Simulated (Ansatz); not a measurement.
# BAs: which shell does photoemission see at 100 and 5414.7 eV? (r²SCAN)

The valence band of BAs mixes several shells. Work out by hand which one leads the spectrum's area at each photon energy.

Filled states come from the projected DOS of Ansatz 0.2.0 (r²SCAN, plane waves); cross sections σ and asymmetry parameters β are those of free atoms in a Dirac–Hartree–Slater calculation. A shell's area is states × σ × angular factor, which is 1 + β·P₂(cos θ) for linear light, with θ = 30° from the polarisation and P₂ = 0.625.

**At 100 eV** (states counted from 18.4 eV below the zero; other shells add 0.004 to the products' sum of 0.625):

| shell | filled states a cell | cross section (Mb an electron) | β | angular factor | product | share by hand (%) | share in the simulated spectrum (%) |
| --- | --- | --- | --- | --- | --- | --- | --- |
| As 4s | 1.29 | 0.0565 | 2.00 | 2.25 | 0.164 | 26 | 26 |
| As 4p | 3.09 | 0.0214 | 0.40 | 1.25 | 0.0828 | 13 | 13 |
| B 2s | 0.92 | 0.117 | 2.00 | 2.25 | 0.243 | 39 | 39 |
| B 2p | 2.64 | 0.0272 | 1.31 | 1.82 | 0.13 | 21 | 21 |

**At 5414.7 eV** (states counted from 18.4 eV below the zero; other shells add 1.6e-07 to the products' sum of 0.000295):

| shell | filled states a cell | cross section (Mb an electron) | β | angular factor | product | share by hand (%) | share in the simulated spectrum (%) |
| --- | --- | --- | --- | --- | --- | --- | --- |
| As 4s | 1.29 | 6.67e-05 | 2.00 | 2.25 | 0.000194 | 66 | 66 |
| As 4p | 3.09 | 1.77e-05 | 1.19 | 1.74 | 9.54e-05 | 32 | 32 |
| B 2s | 0.92 | 2.79e-06 | 2.00 | 2.25 | 5.8e-06 | 2 | 2 |
| B 2p | 2.64 | 1.36e-08 | 0.07 | 1.04 | 3.73e-08 | 0 | 0 |

B 2s leads at 100 eV and As 4s at 5414.7 eV. Between the two energies σ of B 2s changes by a factor 2.4e-5 and that of As 4s by 0.0012, so their ratio moves 50-fold in favour of the second. The simulated spectrum uses the same rule on the energy-resolved DOS, so the two share columns agree within a few points.

Only crystals where the two columns agree within 4 points and the lead is clear are worked in this form. Free-atom cross sections ignore the solid's final states, no escape depth or background enters, and the count of states a shell hangs on the projection.
